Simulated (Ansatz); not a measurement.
# Calculated records

```
Quasiparticle gap of AlH3 (Fd-3m)
1.0
     0.00000    4.48935    4.48935
     4.48935    0.00000    4.48935
     4.48935    4.48935    0.00000
Al H
4 12
Direct
  0.62500 0.12500 0.12500
  0.12500 0.62500 0.12500
  0.12500 0.12500 0.62500
  0.12500 0.12500 0.12500
  0.80509 0.80509 0.19491
  0.19491 0.19491 0.80509
  0.80509 0.19491 0.80509
  0.19491 0.80509 0.19491
  0.19491 0.80509 0.80509
  0.80509 0.19491 0.19491
  0.44491 0.44491 0.05509
  0.05509 0.05509 0.44491
  0.44491 0.05509 0.44491
  0.05509 0.44491 0.05509
  0.05509 0.44491 0.44491
  0.44491 0.05509 0.05509
# method: DFT, LDA, plane waves, PAW (and 1 further level or step)
# program: Ansatz 0.2.0
# settings of one run: cutoff 420 eV, 4×4×4 k-mesh, smearing width 0.02 eV, default PAW
# cost: 2 runs, 59 s in all on 1 × NVIDIA H100 80GB HBM3 (shared by 6 runs) with 3 threads of AMD EPYC 7R13 (Zen 3), shared host (the runs of this entry)
# notes: The cell and positions are those that the Materials Project relaxed with its own functionals (PBE, PBE+U or r2SCAN), kept fixed. From 148 bands and 48 eV to 843 bands and 160 eV the gap moves by 5.214 − 4.748 = +0.466 eV (rung by rung 4.748, 5.054, 5.214 eV); bands and screening cutoff rise together, so their parts are not told apart. A line in one over the bands through the two highest rungs gives 5.214 + (5.214 − 5.054) × 398 / (843 − 398) = 5.357 eV, and through the pair below 5.054 + (5.054 − 4.748) × 148 / (398 − 148) = 5.235 eV. The two differ by 0.122 eV, not under the 0.030 eV asked, so the law does not hold well over these rungs and the limit is not known.
# LDA gap over mesh and path: 2.848 eV, from k = Γ to k = (0.500, 0.000, 0.500)
# G0W0@LDA gap over all 8 irreducible mesh points: 5.214 eV, direct, at k = Γ
# GW settings: 4×4×4 mesh, 831 empty bands, screening to 160 eV
# known limits: finite bands, screening cutoff and k mesh; no spin-orbit coupling in G0W0
```

[Paths, hosts, dates, memory and timing lines, banners, echoed tables and standing remarks are left out of the program output.]

[Logs are printed without paths, hosts, clocks, repeated set-up lines and the standing remarks that a program may print on its own settings, such as how far it seeks lower states.]

[Runs of the session that timed out or met a known fault of the program may be left out.]

[Cells called generated may have been cut or substituted from an entry of the Crystallography Open Database or the Materials Project.]

[Hosts, paths, dates, database ids (printed as entryN), source tags and the programs' standing remarks are cut or masked in the printed files.]
